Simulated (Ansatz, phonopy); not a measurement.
# Quasi-harmonic thermodynamics of K (Im-3m), part 3 of 3

How much does K expand with temperature?

Measurements to reproduce:
- heat capacity C_P per formula unit 29.4 J/mol/K near room temperature (given in “High-Throughput Prediction of Finite-Temperature Properties using the Quasi-Harmonic Approximation”, 2016, arXiv:1603.06924)

Ansatz 0.2.0; DFT PBEsol, scalar-relativistic, plane waves, PAW.

So far, principal linear expansion coefficients at 298 K (× 1e-6/K): step 6 (the quasi-harmonic study, cutoff 550 eV, k-mesh 12×12×12) 86.7. The relaxed cell has a = 5.215 Å (conventional setting).

The database entry behind the starting cell lists a temperature near 5 K, so it need not match the best structure at ambient conditions.

### 8. The quasi-harmonic study, cutoff 487.2 eV, k-mesh 20×20×20

The study relaxes the crystal at several strains, solves the phonons on some of them and minimises the free energy at each temperature (static energy, vibrations, the electrons in a metal, and PV under a set pressure); the q-mesh sets how far the force constants reach.

This step: DFT PBEsol, scalar-relativistic, plane waves, PAW (Ansatz 0.2.0).

Input file input.yaml:

```yaml
crystal:
  lattice:
    - [-2.607429736, 2.607429736, 2.607429736]
    - [2.607429736, -2.607429736, 2.607429736]
    - [2.607429736, 2.607429736, -2.607429736]
  atoms:
    - { symbol: K, position: [0.0, 0.0, 0.0] }
kpoints:
  mp_grid: { grid: [20, 20, 20] }
hamiltonian:
  xc: pbesol
scf:
  occupations: { method: methfessel_paxton, width: 0.2 }
  lower_state_search: "off"
output:
  eigenvalues: true
phonons:
  method: dfpt
  qmesh: [4, 4, 4]
  temperatures: { t_max: 300.0, t_step: 25 }
  thermal_expansion: {}
```

Started as:

```
> ansatz run input.yaml --threads 4 --pin off --max-ram 16384MiB --backend cpu --events-out ev --progress --plain --runs-dir out
```

Numbers of over 12 decimals in the logs are rounded to 6 here.

The program printed:

```text
[...]
Crystal: 1 atoms, lattice volume = 70.908 Å³
Basis set: ecut = 487.2 eV, 1745 PW (Γ), exchange–correlation on 72×72×72 points (8 copies of the dense FFT grid, shifted against one another)
Bands: 9, of which v1, the nominal top of the filled ones, is band 5 counted from 1 (4 counted from 0)
Symmetry: 48 space group operations
[...]
k-points: 256 of 8000
[...]
SCF iter   1: F=—  HF=-1516.028569 eV  |F-HF|=—  |Δ(HF+E_count)|=         —  Δρ=1.25e-3  dr2=6.14e-4  ethr=1.77e-3  ⟨swp⟩=5.0  Hψ=16379  notcnv=0
[...]
SCF iter   8: F=-1516.028145 eV  HF=-1516.028145 eV  |F-HF|=9.09e-13  |Δ(HF+E_count)|=  1.96e-11  S|Δr|=    0.00e0  Δρ=4.09e-8  dr2=1.77e-12  ethr=1.00e-12  ⟨swp⟩=4.9  Hψ=7643  notcnv=0
SCF 1 converged in 8 iterations: F = -1516.028145 eV  dr2 = 1.77e-12
[...]
relax step   1: F+E_penalty+E_count = -1516.02814506 eV  Δ(F+E_penalty+E_count) = +0.000e0 eV  max|allowed force component| = 0.000e0 eV/Å  Δτ_max = 0.0000 Å  (8 SCF iters, accepted)
SCF converged after 8 iterations
[...]
Free energy (F): -1516.028145 eV
[...]
Internal energy: -1516.028451 eV  (E = F + TS)
E sigma→0 (E₀):  -1516.028222 eV
Entropy (-TS):   0.000306 eV (0.306 meV/atom)
Fermi energy:    1.870020 eV
[...]
--- Stress (GPa, compression-positive) ---
       -0.003363      -0.000000       0.000000
       -0.000000      -0.003363       0.000000
        0.000000      -0.000000      -0.003363
  P = ⅓ Tr σ = -0.0034 GPa (-0.034 kbar)
--- Band table (eV; the first three rows and the last of 256) ---
[...]
── thermal expansion: 3 new cells, 3 in all ──
thermal expansion: relaxation of cell 2
thermal expansion: relaxation of cell 3
── thermal expansion: 2 new cells, 5 in all ──
thermal expansion: relaxation of cell 4
thermal expansion: electrons of cell 4
thermal expansion: phonons of cell 4
thermal expansion: relaxation of cell 5
thermal expansion: electrons of cell 1
thermal expansion: electrons of cell 2
thermal expansion: electrons of cell 3
thermal expansion: electrons of cell 5
thermal expansion: phonons of cell 5
── thermal expansion: 7 new cells, 12 in all ──
thermal expansion: relaxation of cell 6
thermal expansion: relaxation of cell 7
thermal expansion: relaxation of cell 8
thermal expansion: relaxation of cell 9
thermal expansion: relaxation of cell 10
thermal expansion: relaxation of cell 11
thermal expansion: relaxation of cell 12
thermal expansion: electrons of cell 6
thermal expansion: electrons of cell 7
thermal expansion: electrons of cell 8
thermal expansion: electrons of cell 9
thermal expansion: electrons of cell 10
thermal expansion: electrons of cell 11
thermal expansion: electrons of cell 12
thermal expansion: phonons of cell 6
thermal expansion: phonons of cell 7
thermal expansion: phonons of cell 8
thermal expansion: phonons of cell 9
--- Relaxed structure (1 steps of the walk, 1 accepted, 0 SCFs on fresh bases) ---
  F+E_penalty+E_count = -1516.02814506 eV   max|allowed force component| = 0.000e0 eV/Å
  atoms:
    - { symbol: K, position: [0.0, 0.0, 0.0] }
--- Thermal expansion: 12 cells in 3 rounds, 0 GPa ---
  no lower state was looked for at cell 4: scf.lower_state_search: off
  without vibrations: a 4.51482, b 4.51482, c 4.51482 Å, V 70.8435 Å³, B 3.73 GPa
  at 0 K: a 4.52587, b 4.52587, c 4.52587 Å, V 71.3650 Å³, B 3.66 GPa
  zero-point expansion: a +0.245, b +0.245, c +0.245, V +0.736 %
[...]
0.00    4.52587    4.52587    4.52587    71.3650 |    0.00    0.00    0.00    0.00 |  192.33 |     0.000     0.000 |     3.66     3.66
    50.00    4.53262    4.53262    4.53262    71.6846 |   54.95   54.95   54.95  164.85 |  214.08 |    20.937    20.727 |     3.58     3.61
   100.00    4.54667    4.54667    4.54667    72.3535 |   66.44   66.44   66.44  199.31 |  223.51 |    24.539    23.944 |     3.44     3.52
   150.00    4.56243    4.56243    4.56243    73.1083 |   71.66   71.66   71.66  214.97 |  231.64 |    25.698    24.694 |     3.29     3.42
   200.00    4.57932    4.57932    4.57932    73.9234 |   76.18   76.18   76.18  228.55 |  239.94 |    26.481    25.021 |     3.14     3.32
   250.00    4.59734    4.59734    4.59734    74.7993 |   80.94   80.94   80.94  242.81 |  248.83 |    27.203    25.224 |     2.98     3.21
   298.15    4.61585    4.61585    4.61585    75.7064 |   86.07   86.07   86.07  258.21 |       - |    27.931    25.373 |     2.82     3.11
   300.00    4.61658    4.61658    4.61658    75.7426 |   86.28   86.28   86.28  258.84 |  258.59 |    27.960    25.379 |     2.82     3.10
[...]
vibrations' free energy: its fit leaves 0.0000 meV an atom at the most
[...]
free energies summed between the sampled wave vectors
[...]
```

Elapsed: 76 min, on 4 threads of Arm Neoverse V1, shared host; peak memory 9.6 GiB.

This step gave:

* pressure: -0.003363 GPa
* volume expansion coefficient at 298 K: 258.2 1e-6/K
* C_P at 298 K: 27.93 J/mol-atom/K
* entropy at 298 K: 64.40 J/mol-atom/K
* isothermal bulk modulus at 298 K: 2.822 GPa
* Grüneisen parameter at 298 K: 1.309
* volume at 298 K: 75.71 Å³/atom
* principal linear expansion coefficients at 298 K: 86.07, 86.07, 86.07 1e-6/K

Strained cells of the study; zero-point energy where phonons were solved; the pressures are stresses at a fixed cutoff and can carry an offset from the finite basis. Expansion cells, by row:

```csv
cell,|a| (Å),|b| (Å),|c| (Å),V (Å³/atom),E - E_lowest (meV/atom),"pressure, compression positive (GPa)",gap (eV),zero-point energy (meV/atom)
1,4.516,4.516,4.516,70.91,0.001,-0.003,-,-
2,4.552,4.552,4.552,72.62,0.5,-0.088,-,-
3,4.48,4.48,4.48,69.23,0.442,0.089,-,-
4,4.515,4.515,4.515,70.86,0,-0.001,-,9.604
5,4.538,4.538,4.538,71.92,0.187,-0.055,-,9.424
6,4.568,4.568,4.568,73.35,0.979,-0.122,-,9.188
7,4.594,4.594,4.594,74.64,2.175,-0.176,-,8.981
8,4.621,4.621,4.621,75.94,3.821,-0.228,-,8.775
9,4.647,4.647,4.647,77.27,5.906,-0.275,-,8.569
10,4.47,4.47,4.47,68.77,0.743,0.117,-,-
11,4.493,4.493,4.493,69.8,0.182,0.057,-,-
12,4.685,4.685,4.685,79.14,9.475,-0.336,-,-
```

Quasi-harmonic; a, b, c are the run's own cell vectors. Expansion, by row:

```csv
T (K),a (Å),b (Å),c (Å),alpha (deg),beta (deg),gamma (deg),cell volume (Å³/cell),alpha_a (1e-6/K),alpha_b (1e-6/K),alpha_c (1e-6/K),alpha_V (1e-6/K),C_P (J/mol-atom/K),C_V (J/mol-atom/K),S (J/mol-atom/K),B_T (GPa),B_S (GPa),Grueneisen,extrapolation,fit error (1e-6/K)
0,4.526,4.526,4.526,109.5,109.5,109.5,71.36,0,0,0,0,0,0,0,3.66,3.66,-,0,0
25,4.527,4.527,4.527,109.5,109.5,109.5,71.44,33.48,33.48,33.48,100.4,13.1,13.05,7.87,3.64,3.65,1.204,0,0.01
50,4.533,4.533,4.533,109.5,109.5,109.5,71.68,54.95,54.95,54.95,164.8,20.94,20.73,19.92,3.58,3.61,1.228,0,0.02
75,4.539,4.539,4.539,109.5,109.5,109.5,72,62.48,62.48,62.48,187.4,23.42,23.02,28.95,3.51,3.57,1.239,0,0.03
100,4.547,4.547,4.547,109.5,109.5,109.5,72.35,66.44,66.44,66.44,199.3,24.54,23.94,35.86,3.44,3.52,1.247,0,0.03
125,4.554,4.554,4.554,109.5,109.5,109.5,72.72,69.25,69.25,69.25,207.8,25.21,24.41,41.41,3.37,3.47,1.254,0,0.03
150,4.562,4.562,4.562,109.5,109.5,109.5,73.11,71.66,71.66,71.66,215,25.7,24.69,46.06,3.29,3.42,1.261,0,0.03
175,4.571,4.571,4.571,109.5,109.5,109.5,73.51,73.93,73.93,73.93,221.8,26.11,24.88,50.05,3.22,3.37,1.269,0,0.05
200,4.579,4.579,4.579,109.5,109.5,109.5,73.92,76.18,76.18,76.18,228.6,26.48,25.02,53.56,3.14,3.32,1.276,0,0.07
225,4.588,4.588,4.588,109.5,109.5,109.5,74.35,78.5,78.5,78.5,235.5,26.84,25.13,56.7,3.06,3.27,1.284,0,0.08
250,4.597,4.597,4.597,109.5,109.5,109.5,74.8,80.94,80.94,80.94,242.8,27.2,25.22,59.55,2.98,3.21,1.292,0,0.08
275,4.607,4.607,4.607,109.5,109.5,109.5,75.26,83.52,83.52,83.52,250.6,27.57,25.3,62.16,2.9,3.16,1.301,0,0.07
298.1,4.616,4.616,4.616,109.5,109.5,109.5,75.71,86.07,86.07,86.07,258.2,27.93,25.37,64.4,2.82,3.11,1.309,0,0.09
300,4.617,4.617,4.617,109.5,109.5,109.5,75.74,86.28,86.28,86.28,258.8,27.96,25.38,64.57,2.82,3.1,1.31,0,0.1
```

The expansion coefficient by temperature; values in 1e-6/K:

```csv
temperature (K),volume,principal 1
0,0,0
25,100,33.5
50,165,55.0
75,187,62.5
100,199,66.4
125,208,69.2
150,215,71.7
175,222,73.9
200,229,76.2
225,236,78.5
250,243,80.9
275,251,83.5
298,258,86.1
300,259,86.3
```

Changing the k-mesh (12×12×12 → 20×20×20) and the cutoff (550 → 487.2 eV) takes the volume expansion at 298 K from 260 to 258 × 10⁻⁶/K and B_T from 2.81 to 2.82 GPa.

### 9. Quasi-harmonic fit by phonopy

This step: DFT PBEsol, scalar-relativistic, plane waves, PAW (phonopy 4.10.0).

Table of energy (each curve on its own zero) by volume; values in meV/atom:

```csv
volume (Å³/atom),static,F at 0 K,F at 300 K
70.86,0,0.51,4.28
71.92,0.19,0.52,3.02
73.35,0.98,1.08,1.87
74.64,2.17,2.07,1.31
75.94,3.82,3.51,1.17
77.27,5.91,5.39,1.43
```

Phonopy-qha, vinet fit of F(V) at each temperature. Qha vinet, by row:

```csv
T (K),fitted volume (Å³/atom),alpha_V (1e-6/K),B_T (GPa),C_P (J/mol-atom/K),Grueneisen
75,72,185.8,3.51,23.67,1.235
100,72.35,198.8,3.44,24.73,1.253
125,72.72,207.6,3.37,25.35,1.265
150,73.11,214.9,3.29,25.8,1.275
175,73.51,221.8,3.22,26.18,1.285
200,73.92,228.6,3.14,26.54,1.295
225,74.35,235.6,3.06,26.89,1.306
250,74.8,242.9,2.98,27.24,1.317
275,75.26,250.7,2.9,27.61,1.328
```

The volume expansion coefficient by temperature; values in 1e-6/K:

```csv
temperature (K),"phonopy-qha, Vinet",Ansatz's own study
75.0,186,187
100.0,199,199
125.0,208,208
150.0,215,215
175.0,222,222
200.0,229,229
225.0,236,236
250.0,243,243
275.0,251,251
```

### 10. Phonons on strained cells, cutoff 487.2 eV

Thermal expansion follows from how the free energy of the vibrations (and of the electrons in a metal) changes with strain, so the program makes strained cells, their phonons and a fit in one run.

This step: DFT PBEsol, scalar-relativistic, plane waves, PAW (Ansatz 0.2.0).

Changes to input.yaml since step 8:

```diff
@@ -8,3 +8,3 @@
 kpoints:
-  mp_grid: { grid: [20, 20, 20] }
+  mp_grid: { grid: [12, 12, 12] }
 hamiltonian:
```

The program printed:

```text
[...]
Crystal: 1 atoms, lattice volume = 70.908 Å³
Basis set: ecut = 487.2 eV, 1745 PW (Γ), exchange–correlation on 72×72×72 points (8 copies of the dense FFT grid, shifted against one another)
Bands: 9, of which v1, the nominal top of the filled ones, is band 5 counted from 1 (4 counted from 0)
Symmetry: 48 space group operations
[...]
k-points: 72 of 1728
[...]
298.15    4.61775    4.61775    4.61775    75.7998 |   86.64   86.64   86.64  259.91 |       - |    27.961    25.375 |     2.81     3.10
   300.00    4.61849    4.61849    4.61849    75.8363 |   86.85   86.85   86.85  260.56 |  260.30 |    27.991    25.380 |     2.81     3.10
[...]
vibrations' free energy: its fit leaves 0.0000 meV an atom at the most
[...]
free energies summed between the sampled wave vectors
[...]
[key lines of the parts left out:]
SCF converged after 8 iterations
Free energy (F): -1516.027465 eV
Fermi energy:    1.851176 eV
P = ⅓ Tr σ = -0.0000 GPa (-0.000 kbar)
```

Elapsed: 18 min, on 4 threads; peak memory 2.9 GiB.

Strained cells of the study; zero-point energy where phonons were solved; the pressures are stresses at a fixed cutoff and can carry an offset from the finite basis. Expansion cells, by row:

```csv
cell,|a| (Å),|b| (Å),|c| (Å),V (Å³/atom),E - E_lowest (meV/atom),"pressure, compression positive (GPa)",gap (eV),zero-point energy (meV/atom)
1,4.516,4.516,4.516,70.91,0,0,-,-
2,4.552,4.552,4.552,72.62,0.465,-0.085,-,-
3,4.48,4.48,4.48,69.23,0.477,0.093,-,-
4,4.516,4.516,4.516,70.92,0,-0.001,-,9.575
5,4.539,4.539,4.539,71.99,0.187,-0.055,-,9.395
6,4.569,4.569,4.569,73.43,0.988,-0.122,-,9.157
7,4.596,4.596,4.596,74.72,2.193,-0.177,-,8.949
8,4.622,4.622,4.622,76.03,3.853,-0.228,-,8.742
9,4.649,4.649,4.649,77.37,5.955,-0.276,-,8.535
10,4.472,4.472,4.472,68.83,0.743,0.117,-,-
11,4.494,4.494,4.494,69.87,0.182,0.057,-,-
12,4.687,4.687,4.687,79.24,9.536,-0.336,-,-
```

Changing the k-mesh (20×20×20 → 12×12×12) takes the volume expansion at 298 K from 258 to 260 × 10⁻⁶/K and B_T from 2.82 to 2.81 GPa.

### 11. The series together

Times are for 4 threads of Arm Neoverse V1, shared host. The runs compared:

```csv
no.,functional,cutoff (eV),k-mesh,q-mesh,method,pressure (GPa),volume expansion coefficient at 298 K (1e-6/K),C_P at 298 K (J/mol-atom/K),isothermal bulk modulus at 298 K (GPa),time,memory (GiB)
1,pbesol,550,12×12×12,4×4×4,dfpt,0,259.9,27.96,2.813,21 min,3.3
2,pbesol,487.2,20×20×20,4×4×4,dfpt,0,258.2,27.93,2.822,76 min,9.6
3,pbesol,487.2,12×12×12,4×4×4,dfpt,0,259.9,27.96,2.813,18 min,2.9
```

The runs together, line volume. Expansion coefficient, volume against temperature; values in 1e-6/K:

```csv
temperature (K),"pbesol, 550, 12×12×12, 4×4×4, dfpt, 0","pbesol, 487.2, 20×20×20, 4×4×4, dfpt, 0","pbesol, 487.2, 12×12×12, 4×4×4, dfpt, 0"
0,0,0,0
25,101,100,101
50,166,165,166
75,188,187,188
100,200,199,200
125,209,208,209
150,216,215,216
175,223,222,223
200,230,229,230
225,237,236,237
250,244,243,244
275,252,251,252
298,260,258,260
300,261,259,261
```

The runs together, line C_P. Heat capacity, C_P against temperature; values in J/mol-atom/K:

```csv
temperature (K),"pbesol, 550, 12×12×12, 4×4×4, dfpt, 0","pbesol, 487.2, 20×20×20, 4×4×4, dfpt, 0","pbesol, 487.2, 12×12×12, 4×4×4, dfpt, 0"
0,0,0,0
25,13.1,13.1,13.1
50,21.0,20.9,21.0
75,23.4,23.4,23.4
100,24.6,24.5,24.6
125,25.2,25.2,25.2
150,25.7,25.7,25.7
175,26.1,26.1,26.1
200,26.5,26.5,26.5
225,26.9,26.8,26.9
250,27.2,27.2,27.2
275,27.6,27.6,27.6
298,28.0,27.9,28.0
300,28.0,28.0,28.0
```

### 12. Quasi-harmonic fit by phonopy

This step: DFT PBEsol, scalar-relativistic, plane waves, PAW (phonopy 4.10.0).

The energy (each curve on its own zero) by volume; values in meV/atom:

```csv
volume (Å³/atom),static,F at 0 K,F at 300 K
70.92,0,0.52,4.31
71.99,0.19,0.52,3.05
73.43,0.99,1.09,1.88
74.72,2.19,2.08,1.32
76.03,3.85,3.54,1.18
77.37,5.95,5.43,1.43
```

### 13. Outcome

| Quantity | Value |
| --- | --- |
| settings of these figures | PBEsol, 487.2 eV, k 20×20×20, q 4×4×4 |
| volume expansion coefficient at 298 K | 258.2 1e-6/K |
| C_P at 298 K | 27.93 J/mol-atom/K |
| entropy at 298 K | 64.40 J/mol-atom/K |
| isothermal bulk modulus at 298 K | 2.822 GPa |
| Grüneisen parameter at 298 K | 1.309 |
| volume at 298 K | 75.71 Å³/atom |
| principal linear expansion coefficients at 298 K | 86.07, 86.07, 86.07 1e-6/K |

**Reading.** Near room temperature K expands by 258 × 10⁻⁶/K in volume by PBEsol, with C_P = 27.9 J/(mol K) per mole of atoms and B_T = 2.82 GPa. C_P at room temperature is 112 % of the classical 3R an atom; C_V is 102 %, and the rest is expansion work. In this metal the study includes the electrons' free energy, which adds a term that grows with temperature, so the heat capacities need not level off at 3R. A measured heat capacity per formula unit near room temperature is 29.4 J/mol/K (arXiv:1603.06924); the calculated 27.9 J/mol/K differs by -5 %. Changing the k-mesh and cutoff moves the volume expansion at 298 K between 258 and 260 × 10⁻⁶/K, while the CPU time spans a factor of 4.2. The PAW files were made for PBE and are used here under another functional, for which the program regenerates the frozen cores.

[Logs are printed without paths, hosts, clocks, repeated set-up lines and the standing remarks that a program may print on its own settings, such as how far it seeks lower states.]

[Hosts, paths, dates, database ids (printed as entryN), source tags and the programs' standing remarks are cut or masked in the printed files.]

[A step with changed settings may run another functional than the one named; its input shows which.]
